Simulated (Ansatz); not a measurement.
**Sc3InC (Pm-3m): from the cell to its phonons**

Wanted: phonon frequencies of Sc3InC (Pm-3m) and what follows from them.

Calculated with Ansatz 0.2.0; DFT PBEsol, scalar-relativistic, plane waves, PAW; PAW set soft_1.

This is a report of a sequence of runs, with most program output left out.

## (1) Starting point

Symmetry: Pm-3m, No. 221, cubic system. The conventional cell has a = 4.551 Å, b = 4.551 Å, c = 4.551 Å, α = 90.00°, β = 90.00°, γ = 90.00°. Sc has 2 C at 2.28 Å and 4 In at 3.22 Å and 8 Sc at 3.22 Å nearest. In has 12 Sc at 3.22 Å nearest. Nearest to C lie 6 Sc at 2.28 Å. Farther neighbours are not listed.

Structure file:

```cif
data_structure
_symmetry_space_group_name_H-M 'P 1'
_symmetry_Int_Tables_number 1
_cell_length_a 4.5506
_cell_length_b 4.5506
_cell_length_c 4.5506
_cell_angle_alpha 90.000
_cell_angle_beta 90.000
_cell_angle_gamma 90.000
_cell_volume 94.23
loop_
_atom_site_label
_atom_site_type_symbol
_atom_site_fract_x
_atom_site_fract_y
_atom_site_fract_z
_atom_site_occupancy
Sc1 Sc 0.50000 0.00000 0.50000 1
Sc2 Sc 0.00000 0.50000 0.50000 1
Sc3 Sc 0.50000 0.50000 0.00000 1
In4 In 0.00000 0.00000 0.00000 1
C5 C 0.50000 0.50000 0.50000 1
```

## (2) Bringing the structure to rest

Harmonic phonons are second derivatives at a point where the forces vanish, and they are wanted at zero stress, so atoms and cell are relaxed first.

File input.yaml:

```yaml
crystal:
  lattice:
    - [4.55062037, 0.0, 0.0]
    - [0.0, 4.55062037, 0.0]
    - [0.0, 0.0, 4.55062037]
  atoms:
    - { symbol: Sc, position: [0.5, 0.0, 0.5] }
    - { symbol: Sc, position: [0.0, 0.5, 0.5] }
    - { symbol: Sc, position: [0.5, 0.5, 0.0] }
    - { symbol: In, position: [0.0, 0.0, 0.0] }
    - { symbol: C, position: [0.5, 0.5, 0.5] }
kpoints:
  mp_grid: { grid: [8, 8, 8] }
hamiltonian:
  xc: pbesol
  pseudopotentials: { kind: paw, azcp: { folder: soft_1 }, xc_functional: pbe }
scf:
  occupations: { method: gaussian, width: 0.1 }
output:
  forces: true
  stress: true
  eigenvalues: true
relax:
  adjacent_minimum: "off"
  f_tol: 0.005
  max_steps: 80
  cell: { stress_tol: 0.05 }
```

Started as:

```console
$ ansatz run input.yaml --threads 4 --pin off --max-ram 10240MiB --backend cpu --events-out ev --progress --plain --runs-dir out
```

It took 8.6 s on 4 threads of Arm Neoverse V1, shared host; peak memory 0.46 GiB; 32 s of CPU time.

The steps of the relaxation:

```csv
step,energy less that of the first step (eV),largest force component (eV/Å),pressure (GPa),volume (Å³)
1,0.0000,0.0000,-3.14,94.23
2,-0.0213,0.0000,1.93,89.69
3,-0.0303,0.0000,-0.09,91.36
4,-0.0304,0.0000,0.00,91.29
5*,-0.0298,0.0000,-0.01,91.29
```

Relaxation steps marked * repeat the geometry before them on a plane-wave basis chosen anew for their cell, so energy and pressure can jump there.

Forces are held to the 48 operations that the run works with; a distortion that breaks them can't arise in this run.

```csv
"conventional cell, symmetrised",before,after,change
a (Å),4.551,4.503,-1.1 %
b (Å),4.551,4.503,-1.1 %
c (Å),4.551,4.503,-1.1 %
volume (Å³/atom),18.85,18.26,-3.1 %
```

The relaxed structure:

```xyz
5
Lattice="4.5027 0.0000 0.0000 0.0000 4.5027 0.0000 0.0000 0.0000 4.5027" Properties=species:S:1:pos:R:3 pbc="T T T"
Sc    2.2513    0.0000    2.2513
Sc    0.0000    2.2513    2.2513
Sc    2.2513    2.2513    0.0000
In    0.0000    0.0000    0.0000
C     2.2513    2.2513    2.2513
```

This step gave:

* pressure: -0.01101 GPa
* volume per atom: 18.26 Å³
* gap on the k-mesh: 0 eV

In this step the volume went from 18.85 to 18.26 Å³/atom.

## (3) Relaxing to small forces for the phonons

Phonons need a cell at rest on their own settings, so the relaxation is repeated with tight tolerances on forces and stress on the k mesh and occupations of the first response run.

input.yaml, the sections that differ from step 2:

```yaml
crystal:
  lattice:
    - [4.5026798491, 0.0, 0.0]
    - [0.0, 4.5026798491, 0.0]
    - [0.0, 0.0, 4.5026798491]
  atoms:
    - { symbol: Sc, position: [0.5, 0.0, 0.5] }
    - { symbol: Sc, position: [0.0, 0.5, 0.5] }
    - { symbol: Sc, position: [0.5, 0.5, 0.0] }
    - { symbol: In, position: [0.0, 0.0, 0.0] }
    - { symbol: C, position: [0.5, 0.5, 0.5] }
scf:
  occupations: { method: methfessel_paxton, width: 0.2 }
relax:
  adjacent_minimum: "off"
  f_tol: 0.001
  max_steps: 60
  cell: { stress_tol: 0.01 }
# kpoints, hamiltonian, output: as in step 2
```

Run time: 5.1 s. Hardware: 4 threads; peak memory 0.46 GiB.

Little changed from the start: no atom moved by 0.005 Å and no cell edge by 0.1 %.

This step gave:

| Property | Result |
| --- | --- |
| pressure | 0.007634 GPa |
| volume per atom | 18.25 Å³ |

The forces vanish by symmetry and the pressure is 0.008 GPa, within the tolerances set. The cell now holds 18.25 Å³/atom.

## (4) Zone-centre response

The zone centre comes first: it holds the modes that light can see, as far as symmetry allows. No field response is asked, since the mesh shows no gap.

input.yaml, the sections that differ from step 3:

```yaml
crystal:
  lattice:
    - [4.5023707093, 0.0, 0.0]
    - [0.0, 4.5023707093, 0.0]
    - [0.0, 0.0, 4.5023707093]
  atoms:
    - { symbol: Sc, position: [0.5, 0.0, 0.5] }
    - { symbol: Sc, position: [0.0, 0.5, 0.5] }
    - { symbol: Sc, position: [0.5, 0.5, 0.0] }
    - { symbol: In, position: [0.0, 0.0, 0.0] }
    - { symbol: C, position: [0.5, 0.5, 0.5] }
output:
  eigenvalues: true
phonons:
  method: dfpt
# kpoints, hamiltonian, scf: as in step 3
# relax: removed
```

It took 53 s on 4 threads; peak memory 1.5 GiB; 3.3 min of CPU time.

This step gave:

| Item | Value |
| --- | --- |
| sum-rule residual before enforcement | 2.96e-5 eV/Å² |
| point group | m-3m |
| highest optical mode at the zone centre (no LO-TO term) | 448.3 cm⁻¹ |
| lowest optical zone-centre mode | 140.4 cm⁻¹ |

Patterns of degenerate modes are one choice out of their space. Modes at Γ, with each element's share of the kinetic energy:

```csv
mode,frequency (cm⁻¹),symmetry,Sc %,In %,C %
1,0.0,acoustic,52,44,5
2,0.0,acoustic,52,44,5
3,0.0,acoustic,52,44,5
4,140.4,T1u,41,56,3
5,140.4,T1u,41,56,3
6,140.4,T1u,41,56,3
7,191.7,T2u,100,0,0
8,191.7,T2u,100,0,0
9,191.7,T2u,100,0,0
10,277.0,T1u,96,0,4
11,277.0,T1u,96,0,4
12,277.0,T1u,96,0,4
13,448.3,T1u,11,0,89
14,448.3,T1u,11,0,89
15,448.3,T1u,11,0,89
```

Displacements in mode 4 (140.4 cm⁻¹), the largest set to 1:
```
Sc1 -0.15 -0.90 -0.46
Sc2 -0.18 -0.74 -0.46
Sc3 -0.15 -0.74 -0.56
In4  0.20  1.00  0.63
C5  -0.14 -0.67 -0.42
```

Displacements in mode 15 (448.3 cm⁻¹), the largest set to 1:
```
Sc1 -0.03  0.00  0.00
Sc2 -0.17  0.00  0.00
Sc3 -0.03  0.00  0.00
In4 -0.01  0.00  0.00
C5   1.00  0.00  0.00
```

Before it was imposed, the acoustic sum rule was missed by 3.0e-5 eV/Å². Small misses are needed for a sound result but don't prove that mesh and cutoff are converged. The lowest optical mode is real, 140 cm⁻¹.

## (5) The dispersion

Stability and thermal properties need the whole zone. Linear response on a 4×4×4 q mesh gives force constants as far as a supercell of that size would.

input.yaml: that of step 4 with these lines changed.

```diff
@@ -22 +22,8 @@
   method: dfpt
+  qmesh: [4, 4, 4]
+  temperatures: { t_max: 1000, t_step: 50 }
+  qpath:
+    path:
+      - [[0.0, 0.0, 0.0], [0.0, 0.5, 0.0], [0.5, 0.5, 0.0], [0.0, 0.0, 0.0], [0.5, 0.5, 0.5], [0.0, 0.5, 0.0]]
+      - [[0.5, 0.5, 0.5], [0.5, 0.5, 0.0]]
+    npoints: 10
```

Elapsed: 22 min, on 4 threads; peak memory 3.5 GiB.

Numbers from this step:

| Item | Value |
| --- | --- |
| sum-rule residual before enforcement | 6.00e-5 eV/Å² |
| lowest frequency on the path | 0 cm⁻¹ |
| highest frequency on the path or at a solved wavevector | 561.6 cm⁻¹ |
| mean frequency | 249.8 cm⁻¹ |
| Debye temperature (second moment) | 535 K |
| logarithmic mean frequency | 213.2 cm⁻¹ |
| lowest mode on the q mesh (acoustic modes at Γ apart) | 71.19 cm⁻¹ |
| zero-point energy per atom | 46.45 meV |
| heat capacity at 300 K | 21.66 J/(mol atoms K) |
| vibrational entropy at 300 K | 26.19 J/(mol atoms K) |
| edges of the widest gap between branches, on path and mesh | 379.6, 448.3 cm⁻¹ |

Frequencies (cm⁻¹) solved at each irreducible wavevector; negative means imaginary. Frequencies by wavevector, by row:

```csv
q in reciprocal lattice units,star,mode 1,mode 2,mode 3,mode 4,mode 13,mode 14,mode 15
0 0 0,1,0,0,0,140.4,448.3,448.3,448.3
0 0 0.25,6,71.2,71.2,96.2,144.4,458.4,458.4,536.8
0 0 -0.5,3,101.5,101.5,116.9,146.9,468.5,468.5,561.4
0 0.25 0.25,12,85.3,90.1,110.3,152.4,459.1,496.6,529.9
0 0.25 -0.5,12,102.7,105.8,110.6,141.3,462.1,501.6,549.1
0 -0.5 -0.5,3,103,107.3,107.3,110.4,458.2,535.6,535.6
0.25 0.25 0.25,8,96.4,96.4,114.3,147.7,497,497,526.3
0.25 0.25 -0.5,12,106.2,106.9,110.5,139.4,498.4,504.5,543.2
0.25 -0.5 -0.5,6,105.1,108.9,108.9,111.7,501.1,536.3,536.3
-0.5 -0.5 -0.5,1,104.6,104.6,104.6,110.9,536.5,536.5,536.5
```

Interpolated from a 4×4×4 q mesh. Phonon branches along the path, in cm⁻¹:

```csv
point,branch 1,branch 2,branch 3,branch 4,branch 12,branch 13,branch 14,branch 15
Γ,0,0,0,140,277,448,448,448
halfway,71,71,96,144,290,458,458,537
X,102,102,117,147,308,468,468,561
halfway,103,106,111,141,329,462,502,549
M,103,107,107,110,355,458,536,536
halfway,85,90,110,152,306,459,497,530
Γ,0,0,0,140,277,448,448,448
halfway,96,96,114,148,319,497,497,526
R,105,105,105,111,380,536,536,536
halfway,106,107,110,139,340,498,504,543
X,102,102,117,147,308,468,468,561
jump to R,105,105,105,111,380,536,536,536
halfway,105,109,109,112,361,501,536,536
M,103,107,107,110,355,458,536,536
```

The phonon density of states has structure finer than the step of the table below, so its rows give means over 20 cm⁻¹, whole bins alone (the curve runs from 2.5 to 562 cm⁻¹). Peaks (cm⁻¹: height): 112.5: 0.168, 152.5: 0.0949, 192.5: 0.0627, 262.5: 0.129, 462.5: 0.0504, 537.5: 0.0727.

Tetrahedra on a 16×16×16 mesh, mean over bins of 5 cm-1. Interpolated from a 4×4×4 q mesh. The phonon density of states by wavenumber; means over each step:

```csv
wavenumber (cm⁻¹),phonon density of states (1/cm⁻¹/cell)
20,3.3e-4
40,0.00171
60,0.00509
80,0.0161
100,0.0917
120,0.0549
140,0.0464
160,0.0610
180,0.0506
200,0.0515
220,0.0368
240,0.0424
260,0.0816
280,0.0127
300,0.0110
320,0.0150
340,0.0138
360,0.00656
380,7.1e-4
400,0
420,0
440,3.5e-4
460,0.0284
480,0.0295
500,0.0221
520,0.0230
540,0.0395
```

The partial phonon density of states has structure finer than the step of the table below, so its rows give means over 20 cm⁻¹, whole bins alone (the curve runs from -10 to 588 cm⁻¹). Peaks (cm⁻¹: height): C 464.2: 0.0411, 479.3: 0.0335, 498.1: 0.0300, 535.7: 0.0490; In 110.4: 0.119; Sc 151.8: 0.0694, 193.2: 0.0571, 264.7: 0.101.

Phonopy on the run's constants, 13x13x13 mesh, Gaussian sigma 4.3 cm-1. Interpolated from a 4×4×4 q mesh. The partial phonon density of states by wavenumber; means over each step; values in 1/cm⁻¹/cell:

```csv
wavenumber (cm⁻¹),C,In,Sc
0,1.9e-6,3.0e-5,3.4e-5
20,1.8e-5,1.7e-4,1.9e-4
40,6.6e-5,8.8e-4,8.1e-4
60,1.4e-4,0.00299,0.00203
80,2.5e-4,0.0120,0.00452
100,2.3e-4,0.0758,0.0144
120,3.8e-5,0.0397,0.0161
140,5.9e-4,0.00751,0.0386
160,0.00103,0.00646,0.0522
180,5.3e-4,0.00173,0.0492
200,4.1e-4,0.00135,0.0489
220,4.9e-4,8.4e-4,0.0358
240,0.00128,3.8e-4,0.0415
260,0.00255,6.0e-5,0.0757
280,4.3e-4,8.5e-6,0.0152
300,3.5e-4,4.7e-6,0.0106
320,5.4e-4,9.7e-6,0.0142
340,5.3e-4,6.2e-7,0.0130
360,2.4e-4,0,0.00655
380,1.4e-5,0,8.1e-4
400,0,0,6.7e-7
420,0,0,0
440,7.5e-4,0,9.6e-5
460,0.0250,7.6e-6,0.00336
480,0.0253,1.0e-5,0.00273
500,0.0211,1.0e-5,0.00146
520,0.0237,1.0e-5,9.7e-4
540,0.0367,1.4e-5,9.1e-4
560,0.00774,2.0e-7,1.7e-4
```

Harmonic thermodynamic functions per atom, from the density of states. Interpolated from a 4×4×4 q mesh. Thermodynamic functions, by row:

```csv
T (K),F_vib (meV/atom),S (J/mol-atom/K),C_V (J/mol-atom/K)
0,46.45,0,0
50,46.24,1.697,4.465
100,43.98,7.211,11.76
200,30.74,17.93,18.85
300,7.69,26.19,21.66
400,-22.92,32.62,22.95
500,-59.5,37.82,23.62
600,-101,42.16,24
700,-146.7,45.88,24.24
800,-195.9,49.13,24.4
900,-248.4,52.01,24.51
1000,-303.6,54.59,24.59
```

Harmonic mean-square displacement, third of the trace. Interpolated from a 4×4×4 q mesh. Mean square displacements, by row:

```csv
T (K),Sc1 U_eq (Å²),Sc2 U_eq (Å²),Sc3 U_eq (Å²),In4 U_eq (Å²),C5 U_eq (Å²)
0,0.00196,0.00196,0.00196,0.00139,0.00307
100,0.00246,0.00246,0.00246,0.00229,0.00326
300,0.00533,0.00533,0.00533,0.00597,0.00459
600,0.01023,0.01023,0.01023,0.01177,0.00767
```

Symmetry leaves 10 wavevectors to solve. The lowest mode among them, the acoustic zeros apart, lies at q = (0, 0, 0.25) and is real, 71.2 cm⁻¹.

## (6) Another isotope, element C, natural mass 12.011 amu

An isotope changes the mass and not the force constants, so no new electronic calculation is needed; the shifts show which modes move this element.

The same force constants with the mass of C changed from 12.011 to 13.003 u (phonopy, no LO-TO term). Both lists are sorted by frequency; levels can cross, so a row need not hold one and the same mode. Modes under 3 cm⁻¹ are left out. Isotope shifts, by row, the first 40 of 57 rows:

```csv
q,rank,natural mass (cm⁻¹),changed mass (cm⁻¹)
0 0 0,4,140.4,140.2
0 0 0,5,140.4,140.2
0 0 0,6,140.4,140.2
0 0 0,7,191.7,191.7
0 0 0,8,191.7,191.7
0 0 0,9,191.7,191.7
0 0 0,10,277,276.6
0 0 0,11,277,276.6
0 0 0,12,277,276.6
0 0 0,13,448.3,432.8
0 0 0,14,448.3,432.8
0 0 0,15,448.3,432.8
0 0 0.25,1,71.19,71.11
0 0 0.25,2,71.19,71.11
0 0 0.25,3,96.16,96.13
0 0 0.25,4,144.4,144.2
0 0 0.25,5,144.4,144.2
0 0 0.25,6,177.9,177.7
0 0 0.25,7,185.8,185.8
0 0 0.25,8,192.9,192.9
0 0 0.25,9,192.9,192.9
0 0 0.25,10,267.4,266.8
0 0 0.25,11,267.4,266.8
0 0 0.25,12,290.5,290.2
0 0 0.25,13,458.4,442.6
0 0 0.25,14,458.4,442.6
0 0 0.25,15,536.8,517.3
0 0 -0.5,1,101.5,101.5
0 0 -0.5,2,101.5,101.5
0 0 -0.5,3,116.9,116.9
0 0 -0.5,4,146.9,146.6
0 0 -0.5,5,146.9,146.6
0 0 -0.5,6,179.4,179.4
0 0 -0.5,7,200.2,200.2
0 0 -0.5,8,200.2,200.2
0 0 -0.5,9,204.6,204.5
0 0 -0.5,10,253.5,252.7
0 0 -0.5,11,253.5,252.7
0 0 -0.5,12,308.5,308.5
0 0 -0.5,13,468.5,452.4
```

A mode of this element alone would shift by -3.89 %. The highest zone-centre frequency without the field goes from 448.3 to 432.8 cm⁻¹ (-3.5 %). The product of the frequency ratios over all optical modes at Γ is 0.893; the product rule, (m/m′)^(3k/2) (M′/M)^(3/2) with k = 1 such atoms and M the mass of the cell, gives 0.893.

## (7) Isotope substitution, element In, natural mass 114.818 amu

The same for In, from 114.82 to 112.90 u.

A mode of this element alone would shift by +0.84 %. The highest zone-centre frequency without the field goes from 448.3 to 448.3 cm⁻¹ (+0.0 %). The product of the frequency ratios over all optical modes at Γ is 1.014; the product rule, (m/m′)^(3k/2) (M′/M)^(3/2) with k = 1 such atoms and M the mass of the cell, gives 1.014.

## (8) What came out

```json
{
 "space group after relaxation (within 0.01 Å)": "Pm-3m",
 "volume per atom": "18.3 Å³",
 "electronic character": "no gap on this mesh",
 "highest optical mode at the zone centre (no LO-TO term)": "448 cm⁻¹",
 "lowest optical zone-centre mode": "140 cm⁻¹",
 "lowest mode on the q mesh (acoustic modes at Γ apart)": "71.2 cm⁻¹",
 "highest frequency on the path or at a solved wavevector": "562 cm⁻¹",
 "zero-point energy per atom": "46.5 meV",
 "heat capacity at 300 K": "21.7 J/(mol atoms K)",
 "vibrational entropy at 300 K": "26.2 J/(mol atoms K)",
 "Debye temperature (second moment)": "535 K",
 "imaginary modes on the 4×4×4 q mesh": "none"
}
```

What this shows: The structure is a minimum as far as tested: no mode is imaginary at the 10 irreducible wavevectors of the 4×4×4 mesh, and the softest away from the acoustic zeros lies at 71 cm⁻¹. The optical modes at Γ span 140 to 448 cm⁻¹. The highest mode in this list at Γ, 448.3 cm⁻¹, is mostly motion of C (89 % of the kinetic energy). On the path and the mesh, the widest gap between branches runs from 380 to 448 cm⁻¹. With no gap, or one that is small against the smearing, the frequencies hang on the k mesh and the smearing, most of all near Kohn anomalies. The PAW files were made for PBE and serve the other functionals too. These are harmonic frequencies at zero temperature: anharmonic shifts, linewidths and thermal expansion are left out.

[Logs are printed without paths, hosts, clocks, repeated set-up lines and the standing remarks that a program may print on its own settings, such as how far it seeks lower states.]

[Hosts, paths, dates, database ids (printed as entryN), source tags and the programs' standing remarks are cut or masked in the printed files.]
